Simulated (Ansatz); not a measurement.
# Lattice dynamics of MgO (Periclase, Fm-3m), part 2 of 3

Aim: the vibrations of MgO (Periclase, Fm-3m), their spectra, and whether the structure is stable.

Ansatz 0.2.0; DFT LDA, scalar-relativistic, plane waves, PAW; PAW set soft_1.

So far. Step 3 (Relaxing to small forces for the phonons): The forces vanish by symmetry and the pressure is -0.005 GPa, within the tolerances set. The cell now holds 9.00 Å³/atom. The relaxed cell has a = 4.161 Å (conventional setting).

The database entry behind the starting cell differs from later determinations by our own check (about 0.1 % long), so it need not match the best structure at ambient conditions.

### Step 4. Zone-centre response

The zone centre comes first: it holds the modes that light can see, as far as symmetry allows. The response to a homogeneous field gives the Born charges and the dielectric tensor, and its change with displacement the Raman tensors.

input.yaml reads:

```yaml
crystal:
  lattice:
    - [0.0, 2.0803324556, 2.0803324556]
    - [2.0803324556, 0.0, 2.0803324556]
    - [2.0803324556, 2.0803324556, 0.0]
  atoms:
    - { symbol: Mg, position: [0.0, 0.0, 0.0] }
    - { symbol: O, position: [0.5, 0.5, 0.5] }
kpoints:
  mp_grid: { grid: [8, 8, 8] }
hamiltonian:
  xc: lda
  pseudopotentials: { kind: paw, azcp: { folder: soft_1 }, xc_functional: pbe }
scf:
  occupations: { method: fixed }
output:
  eigenvalues: true
phonons:
  method: dfpt
  dielectric: true
  rigid_motions: translations
  raman: true
```

Run with:

```
$ ansatz run input.yaml --threads 4 --pin off --max-ram 10240MiB --backend cpu --events-out ev --progress --plain --runs-dir out
```

Numbers of over 12 decimals in the logs are rounded to 6 here.

The program printed:

```text
[...]
Crystal: 2 atoms, lattice volume = 18.006 Å³
Basis set: ecut = 420 eV, 339 PW (Γ), exchange–correlation on 40×40×40 points (8 copies of the dense FFT grid, shifted against one another)
Bands: 12, of which v1, the nominal top of the filled ones, is band 8 counted from 1 (7 counted from 0)
Symmetry: 48 space group operations
k-points: 59 of 512 (irreducible under 8 space group operations, time reversal used)
[...]
SCF iter   1: F=—  HF=-2460.106160 eV  |F-HF|=—  |Δ(HF+E_count)|=         —  Δρ=6.81e-2  dr2=4.35e-1  ethr=3.10e-3  ⟨swp⟩=4.4  Hψ=3793  notcnv=0  defer=64
[...]
SCF iter   8: F=-2460.062360 eV  HF=-2460.062360 eV  |F-HF|=1.64e-11  |Δ(HF+E_count)|=  3.77e-10  Δρ=4.02e-7  dr2=1.64e-11  ethr=1.00e-12  ⟨swp⟩=7.0  Hψ=3850  notcnv=0
SCF 1 converged in 8 iterations: F = -2460.062360 eV  dr2 = 1.64e-11
[...]
DFPT response loops at Γ: preconditioner auto → none (the input reference at scf.mixing.eps_inf says where Resta's filter doesn't serve); β = 0.50; Broyden in place of MSR1
── the response to a field inside a basis, on 10×10×10 k-points: an SCF that follows is theirs, and a resumed run solves both again ──
Bands: 9, of which v1, the nominal top of the filled ones, is band 8 counted from 1 (7 counted from 0)
k-points: 110 of 1000 (irreducible under 12 space group operations)
[...]
Eigensolver: Dense (110 Hₖ)
SCF iter   1: F=—  HF=-2460.065090 eV  |F-HF|=—  |Δ(HF+E_count)|=         —  Δρ=8.83e-4  dr2=1.89e-5  ethr=1.00e-1
[...]
SCF iter   5: F=-2460.065087 eV  HF=-2460.065087 eV  |F-HF|=1.18e-11  |Δ(HF+E_count)|=   1.11e-9  Δρ=4.04e-7  dr2=9.37e-12  ethr=4.12e-11
SCF 1 converged in 5 iterations: F = -2460.065087 eV  dr2 = 9.37e-12
[...]
SCF converged after 8 iterations
Free energy (F): -2460.062360 eV
[...]
Internal energy: -2460.062360 eV  (E = F + TS)
E sigma→0 (E₀):  -2460.062360 eV
Fermi energy:    8.145134 eV
[...]
--- Band table (eV; the first three rows and the last of 59) ---
  k-point 0: bands = [... 4 lower, -9.0480, 8.1451, 8.1451, 8.1451, 13.1739, 23.8866, 23.8866, 23.8866]
  k-point 1: bands = [... 4 lower, -8.8604, 7.1699, 8.0345, 8.0345, 14.0729, 22.2221, 24.2619, 24.2619]
  k-point 2: bands = [... 4 lower, -8.3711, 5.3894, 7.7793, 7.7793, 15.4695, 20.7375, 24.8150, 24.8150]
  k-point 58: bands = [... 4 lower, -7.2431, 5.0449, 5.0449, 6.2761, 19.8487, 19.8487, 20.4671, 23.8941]
--- Phonons (Γ-DFPT): 2 representative perturbations + reference, on 59 of 512 k-points (Σ response iterations 6) ---
  k mesh reduced under 8 symmetry operations, with k and −k counted as one. Each operation leaves every solved perturbation unchanged. A smaller set is not considered because the run solves the response to a homogeneous field
  ASR residual: 2.127e-4 → 0.000e0 eV/Å²; symmetrization residual: 5.615e-7 eV/Å²
  ASR residual per site (eV/Å²): 1.68e-4 2.13e-4
  Γ frequencies (cm⁻¹): 0.00 0.00 0.00 407.07 407.07 407.07
  ε∞ (high-frequency dielectric tensor):
        3.183348     0.000000    -0.000000
        0.000000     3.183348     0.000000
       -0.000000     0.000000     3.183348
  ε⁰ (static dielectric tensor: ions relaxed, cell fixed):
        9.803602     0.000000     0.000000
        0.000000     9.803602     0.000000
        0.000000     0.000000     9.803602
  ε⁰ − ε∞ (ionic part):
        6.620253    -0.000000     0.000000
       -0.000000     6.620253     0.000000
        0.000000     0.000000     6.620253
  softest optical mode at Γ: 407.07 cm⁻¹; the repairs (sum rule, projections) moved no ω² at Γ by more than (1.92 cm⁻¹)²
  Born effective charges Z* (e; rows j = field, columns β = displacement):
    site 0:
         1.96804   -0.00000   -0.00000
         0.00000    1.96804   -0.00000
         0.00000    0.00000    1.96804
    site 1:
        -1.96804    0.00000    0.00000
        -0.00000   -1.96804    0.00000
        -0.00000   -0.00000   -1.96804
  Z* charge neutrality: 5.138e-4 e pre-enforcement
  solved inside a basis spanned on kpoints, on 10×10×10 k-points: ε∞ is read to err by 6.8e-3, Z* by 1.1e-2 e (field_mesh: kpoints solves on kpoints); Z* is corrected for what the basis lacks
  Raman tensors (in the event stream and the table raman_tensors.tsv): an entry may err by 1.7e-4 Å², one of the second-order susceptibility by 6.1e-21 pm/V (basis, points and sum rule); their sum over the sites missed zero by 9.044e-23 Å² ahead of its enforcement
  optical modes at Γ without the LO–TO term, one row a degenerate level:
      ω (cm⁻¹)  modes    IR ((D/Å)²/amu)  static Raman (Å⁴/amu)  depolarisation
        407.07      3            27.7851                 0.0000               —
  optical modes at Γ + LO–TO along q̂ = [1.0000, 0.0000, 0.0000]:
      ω (cm⁻¹)  modes    IR ((D/Å)²/amu)  static Raman (Å⁴/amu)  depolarisation
        407.07      2            18.5234                 0.0000               —
        714.37      1             9.2617                 0.0000               —
  optical modes at Γ + LO–TO along q̂ = [0.0000, 1.0000, 0.0000]:
      ω (cm⁻¹)  modes    IR ((D/Å)²/amu)  static Raman (Å⁴/amu)  depolarisation
        407.07      2            18.5234                 0.0000               —
        714.37      1             9.2617                 0.0000               —
  optical modes at Γ + LO–TO along q̂ = [0.0000, 0.0000, 1.0000]:
      ω (cm⁻¹)  modes    IR ((D/Å)²/amu)  static Raman (Å⁴/amu)  depolarisation
        407.07      2            18.5234                 0.0000               —
        714.37      1             9.2617                 0.0000               —
```

Elapsed: 26 s, on 4 threads of Arm Neoverse V2, shared host; peak memory 0.67 GiB; 98 s of CPU time.

This step gave:

| Quantity | Value |
| --- | --- |
| sum-rule residual before enforcement | 2.13e-4 eV/Å² |
| miss of the charge sum rule | 5.14e-4 e |
| estimated error of the dielectric tensor | 0.006796 |
| estimated error of the Born charges | 0.01084 e |
| point group | m-3m |
| highest optical mode at the zone centre (no LO-TO term) | 407.1 cm⁻¹ |
| lowest optical zone-centre mode | 407.1 cm⁻¹ |
| mean high-frequency dielectric constant | 3.183 |
| largest Born charge (third of the trace) | 1.968 e |
| mean static dielectric constant | 9.804 |
| top of the zone-centre spectrum with the field | 714.4 cm⁻¹ |

Without the LO-TO term. Patterns of degenerate modes are one choice out of their space. The modes at Γ (shares of kinetic energy by element, %):

```
mode  frequency (cm⁻¹)  symmetry  Mg %  O %
   1               0.0  acoustic    60   40
   2               0.0  acoustic    60   40
   3               0.0  acoustic    60   40
   4             407.1       T1u    40   60
   5             407.1       T1u    40   60
   6             407.1       T1u    40   60
```

Displacements in mode 5 (407.1 cm⁻¹), the largest set to 1:
```
Mg1  0.00  0.00 -0.66
O2   0.00  0.00  1.00
```

Optical modes at the zone centre, without and with the macroscopic field of the longitudinal modes; each column is sorted by frequency, so a row need not hold one and the same mode. Modes with and without the field, by row:

```
rank among optical modes  no field (cm⁻¹)  q along (1, 0, 0) (cm⁻¹)
                       1            407.1                     407.1
                       2            407.1                     407.1
                       3            407.1                     714.4
```

Born charge (rows field, columns displacement) (e), principal values of the symmetric part by kind of site:

```csv
atom,atoms with these values,low,middle,high,mean
Mg1,1,1.97,1.97,1.97,1.97
O2,1,-1.97,-1.97,-1.97,-1.97
```

In full for Mg1:

```
1.97 0.00 0.00
0.00 1.97 0.00
0.00 0.00 1.97
```

High-frequency dielectric tensor:

```
3.18 0.00 0.00
0.00 3.18 0.00
0.00 0.00 3.18
```

Static dielectric tensor (ions relaxed, fixed cell):

```
9.80 0.00 0.00
0.00 9.80 0.00
0.00 0.00 9.80
```

Transverse modes. Infrared lines, with heights relative to the strongest:

| position (cm⁻¹) | label | relative intensity |
| --- | --- | --- |
| 407 | T1u | 100 |

Before it was imposed, the acoustic sum rule was missed by 2.1e-4 eV/Å² and the charge sum rule by 5.1e-4 e. Small misses are needed for a sound result but don't prove that mesh and cutoff are converged. The lowest optical mode is real, 407 cm⁻¹.

### Step 5. The dispersion

Stability and thermal properties need the whole zone. Linear response on a 4×4×4 q mesh gives force constants as far as a supercell of that size would, and the tensors from the zone-centre run are typed in so that the long-range dipole term is interpolated apart.

input.yaml, the sections that differ from step 4:

```yaml
phonons:
  method: dfpt
  qmesh: [4, 4, 4]
  temperatures: { t_max: 1000, t_step: 50 }
  qpath:
    path:
      - [[0.0, 0.0, 0.0], [0.5, 0.0, 0.5], [0.625, 0.25, 0.625]]
      - [[0.375, 0.375, 0.75], [0.0, 0.0, 0.0], [0.5, 0.5, 0.5], [0.5, 0.25, 0.75], [0.5, 0.0, 0.5]]
    npoints: 10
  non_analytic_term:
    high_frequency_dielectric_tensor: [[3.1833, 0.0, 0.0], [0.0, 3.1833, 0.0], [0.0, 0.0, 3.1833]]
    born_effective_charges:
      - { species: Mg, tensor: [[1.968, 0.0, 0.0], [0.0, 1.968, 0.0], [0.0, 0.0, 1.968]] }
      - { species: O, tensor: [[-1.968, 0.0, 0.0], [0.0, -1.968, 0.0], [0.0, 0.0, -1.968]] }
    source: "zone-centre run at this cell"
# crystal, kpoints, hamiltonian, scf, output: as in step 4
```

The program printed:

```text
[...]
Crystal: 2 atoms, lattice volume = 18.006 Å³
Basis set: ecut = 420 eV, 339 PW (Γ), exchange–correlation on 40×40×40 points (8 copies of the dense FFT grid, shifted against one another)
Bands: 12, of which v1, the nominal top of the filled ones, is band 8 counted from 1 (7 counted from 0)
Symmetry: 48 space group operations
k-points: 29 of 512
[...]
SCF iter   1: F=—  HF=-2460.106123 eV  |F-HF|=—  |Δ(HF+E_count)|=         —  Δρ=6.81e-2  dr2=4.35e-1  ethr=3.10e-3  ⟨swp⟩=4.4  Hψ=1861  notcnv=0  defer=33
[...]
SCF iter   9: F=-2460.062360 eV  HF=-2460.062360 eV  |F-HF|=0.00e0  |Δ(HF+E_count)|=  6.37e-12  Δρ=1.91e-8  dr2=1.75e-14  ethr=1.00e-12  ⟨swp⟩=6.1  Hψ=1673  notcnv=0
SCF 1 converged in 9 iterations: F = -2460.062360 eV  dr2 = 1.75e-14
[...]
NSCF: frozen V_eff on 29 k-points
[...]
DFPT response loops at q = (0, 0, 0) (fractional): preconditioner auto → none (the input reference at scf.mixing.eps_inf says where Resta's filter doesn't serve); β = 0.50; Broyden in place of MSR1
[...]
SCF converged after 9 iterations
Free energy (F): -2460.062360 eV
[...]
Internal energy: -2460.062360 eV  (E = F + TS)
E sigma→0 (E₀):  -2460.062360 eV
Fermi energy:    8.145138 eV
[...]
--- Band table (eV; the first three rows and the last of 29) ---
  k-point 0: bands = [... 4 lower, -9.0480, 8.1451, 8.1451, 8.1451, 13.1739, 23.8866, 23.8866, 23.8866]
  k-point 1: bands = [... 4 lower, -8.8604, 7.1699, 8.0345, 8.0345, 14.0729, 22.2221, 24.2619, 24.2619]
  k-point 2: bands = [... 4 lower, -8.3711, 5.3894, 7.7793, 7.7793, 15.4695, 20.7375, 24.8150, 24.8150]
  k-point 28: bands = [... 4 lower, -7.2431, 5.0449, 5.0449, 6.2761, 19.8487, 19.8487, 20.4671, 23.8941]
--- Phonons (Γ-DFPT): 2 representative perturbations + reference (Σ response iterations 6) ---
  ASR residual: 1.036e-5 → 0.000e0 eV/Å²; symmetrization residual: 5.791e-7 eV/Å²
  ASR residual per site (eV/Å²): 1.04e-5 4.03e-6
  Γ frequencies (cm⁻¹): 0.00 0.00 0.00 407.07 407.07 407.07
--- Phonons (arbitrary-q DFPT): 8 irreducible q on the 4×4×4 mesh ---
  q = [0.0000, 0.0000, 0.0000] (star 1, of the zone-centre solve; hermiticity 1.97e-7, symmetrization 4.27e-13): 0.00 0.00 0.00 407.07 407.07 407.07
  q = [0.0000, 0.0000, 0.2500] (star 8, 2 solved perturbations on 288 of 512 k-point pairs; hermiticity 2.10e-7, symmetrization 6.55e-8): 186.91 186.91 329.38 396.81 396.81 680.41
[...]
q = [0.0000, 0.2500, 0.2500] (star 6, 4 solved perturbations in 528 linear systems a pass and spin channel, the states on 164 of 512 k-point pairs; hermiticity 1.19e-7, symmetrization 2.29e-8): 218.38 218.38 334.09 431.16 431.16 624.25
[...]
sum rule: each row above includes the acoustic sum rule's correction from the zone centre's row sums; it moved no ω² by more than (0.34 cm⁻¹)²
  mesh force constants: q→R imaginary residual 2.12e-18; ASR residual 1.036e-5 → 0.000e0 eV/Å²; symmetrization residual 5.329e-15 eV/Å²
  interpolated dispersion: 63 rows × 6 modes
  density of states and harmonic sums: on the 28×28×28 q-mesh, interpolated from the force constants of a 4×4×4 supercell (with the dipole–dipole term of supplied tensors)
  largest difference from the sums on the solved wave vectors: F 7.67e-3 eV, S 1.18e-5 and C_V 3.95e-6 eV/K
  zero-point energy: 0.149844 eV/cell   skipped modes (ω ≤ 0): 3   left out of the sums: 2.28e-5 of the cell's modes: C_V's classical limit lies that fraction below 3 k_B per atom; for a crystal, a wire or a layer, F and S can be off by more, and a phonons.interpolated_qmesh denser along its periods is the remedy for the sampling
```

Elapsed: 17 s, on 4 threads; peak memory 0.54 GiB; 64 s of CPU time.

Numbers from this step:

- sum-rule residual before enforcement: 1.04e-5 eV/Å²
- lowest frequency on the path: 0 cm⁻¹
- highest frequency on the path or at a solved wavevector: 714.4 cm⁻¹
- mean frequency: 402.9 cm⁻¹
- Debye temperature (second moment): 778 K
- logarithmic mean frequency: 384.5 cm⁻¹
- lowest mode on the q mesh (acoustic modes at Γ apart): 186.9 cm⁻¹
- zero-point energy per atom: 74.92 meV
- heat capacity at 300 K: 18.31 J/(mol atoms K)
- vibrational entropy at 300 K: 13.40 J/(mol atoms K)

Frequencies (cm⁻¹) solved at each irreducible wavevector; negative means imaginary. Frequencies by wavevector, by row:

```csv
q in reciprocal lattice units,star,mode 1,mode 2,mode 3,mode 4,mode 5,mode 6
0 0 0,1,0,0,0,407.1,407.1,407.1
0 0 0.25,8,186.9,186.9,329.4,396.8,396.8,680.4
0 0 -0.5,4,283.4,283.4,369.2,369.2,550.9,574.4
0 0.25 0.25,6,218.4,218.4,334.1,431.2,431.2,624.2
0 0.25 -0.5,24,284.1,334.6,419.4,445.5,453.7,560.2
0 0.25 -0.25,12,273.8,323.1,378.4,418.7,467.7,591.3
0 -0.5 -0.5,3,291.8,291.8,431,456.2,456.2,552.7
0.25 -0.5 -0.25,6,352.1,380.7,380.7,448,505.6,505.6
```

Interpolated from a 4×4×4 q mesh, with the LO-TO term (at Γ the limit along the path; where Γ stands inside the path, tables give the limit on arrival). The phonon branches at the labelled points (cm⁻¹):

```csv
point,branch 1,branch 2,branch 3,branch 4,branch 5,branch 6
Γ,0,0,0,407,407,714
halfway,218,218,334,431,431,624
X,292,292,431,456,456,553
halfway,294,324,425,448,469,546
U,299,390,406,425,497,528
jump to K,299,390,406,425,497,528
halfway,220,258,357,381,441,644
Γ,0,0,0,407,407,714
halfway,187,187,329,397,397,680
L,283,283,369,369,551,574
halfway,300,334,400,448,484,551
W,352,381,381,448,506,506
halfway,322,324,419,454,470,540
X,292,292,431,456,456,553
```

The phonon branches as a text plot (rows in cm⁻¹):

```
    700 |***                      **********
    670 |   *                    *          **
    640 |    **                 *             *
    610 |      **              *               **
    580 |        *           **                  ****
    551 |         *******   *                    *** ***      ***
    521 |                ***                    *   *   ** ***
    491 |               *** *                  *     ** *****
    461 |         ******     ***                      **  *******
    432 |   ******************* ****          *      *  **    ***
    402 |***     *       ****  *  ************     ***** * ***
    372 |       *        * *******           ********   ****
    342 |      *        *    ** *           *         ** *****
    313 |              * ***   * *                  *****     **
    283 |    **   *******   ***            *    ******         **
    253 |       **             **             **
    223 |   *  *                ****         *
    193 |    **                  *        * *
    164 |                         ***      *
    134 |  **                     **     **
    104 |  *                        *
     74 | *                          *  **
     45 | *                          *  *
     15 |*                            **
         Γ           X  U|K            Γ         L        W     X
```

(Continued in part 3 of 3.)

[Logs are printed without paths, hosts, clocks, repeated set-up lines and the standing remarks that a program may print on its own settings, such as how far it seeks lower states.]

[Hosts, paths, dates, database ids (printed as entryN), source tags and the programs' standing remarks are cut or masked in the printed files.]
